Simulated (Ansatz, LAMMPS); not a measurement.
## 47In2O3-53ZnO (mol %) with crystalline order left by the classical run (65 atoms): a reference run and its variants

Density of this cell: 6.51 g/cm³. The cell holds 65 atoms: 18 In, 10 Zn and 37 O. Cell: a = 9.453 Å, b = 9.453 Å, c = 9.453 Å, α = 90.0°, β = 90.0°, γ = 90.0°. 65 atoms (18 Sc, 10 Zn, 37 O) placed at random at 4.13 g/cm³, melted at 5000 K for 10 ps at fixed volume with the Morse and Coulomb pair potential with partial charges (Pedone, Malavasi, Menziani, Cormack and Segre, J. Phys. Chem. B 110, 11780 (2006)). Quenched from 5000 K to 300 K at 300 K/ps and fixed volume, held 10 ps at zero pressure, then minimised at fixed cell. Then Sc was replaced by In and the cell scaled by 1.027 (the potential has no terms for the new elements, so the cell is a start for a DFT relaxation).

Geometry: as built.

Reference run: Kohn-Sham DFT, PBE, PAW (set soft_2), plane waves (Ansatz 0.2.0), cutoff 750 eV, k-mesh 2×2×2, fermi-dirac smearing of 0.05 eV.

- r.m.s. force component: 0.3419 eV/Å
- spacing of highest filled and lowest empty level: 0.4003 eV
- SCF cycles: 10
- time: 5.1 min on 4 threads of Arm Neoverse N1, shared host

**Question.** The same geometry is run again with each of these changes. How far do the results move, and how long does each run take?
- support functions medium
- support functions low
- support functions medium, spacing 0.33 Å
- support functions medium, spacing 0.275 Å
- support functions medium, spacing 0.238 Å

Each row is set against the run with plane waves at 750 eV (Kohn-Sham DFT, PBE, PAW (set soft_2), plane waves; r.m.s. force component 0.342 eV/Å). Energies are set beside the reference only for runs with its functional, potentials and electron count. Times are for 4 threads of Arm Neoverse N1, shared host.

```
                                      run  Δ force, r.m.s. (meV/Å)  share of r.m.s. force (%)  Δ energy (meV/atom)  Δ gap (eV)  cycles     time  host memory (GiB)
                                reference                        -                          -                    -           -      10  5.1 min                5.7
                 support functions medium                    0.434                      0.127               -0.705      4.0e-4      16  3.9 min                2.9
                    support functions low                    0.524                      0.153               -0.702      4.0e-4      13  3.6 min                3.0
 support functions medium, spacing 0.33 Å                     52.9                       15.5                 32.2     -0.0232      15  2.4 min                1.8
support functions medium, spacing 0.275 Å                     15.9                       4.64                -6.43      3.0e-4      16  2.9 min                2.0
support functions medium, spacing 0.238 Å                    0.529                      0.155               -0.729      4.0e-4      15  3.4 min                2.6
```

Among numerical settings the force difference runs from 0.43 meV/Å (support functions medium) to 53 meV/Å (support functions medium, spacing 0.33 Å). Support functions medium, spacing 0.238 Å takes 67 % of the reference's time (whose cutoff is raised) (on a shared host, so roughly) and keeps forces within 0.15 %. At 65 atoms the fastest of the runs at a preset level, support functions low, takes 0.71 times the time of plane waves, in 13 SCF cycles against 10. Differences between support functions and plane waves include what basis error the plane-wave run still has. As the typed spacing goes from 0.238 to 0.33 Å, the force difference goes from 0.53 to 53 meV/Å, and the time from 3.4 min to 2.4 min. 

[Long decimals in the printed logs are rounded to 6 places.]

[Logs are printed without paths, hosts, clocks, repeated set-up lines and the standing remarks that a program may print on its own settings, such as how far it seeks lower states.]

[Hosts, paths, dates, database ids (printed as entryN), source tags and the programs' standing remarks are cut or masked in the printed files.]
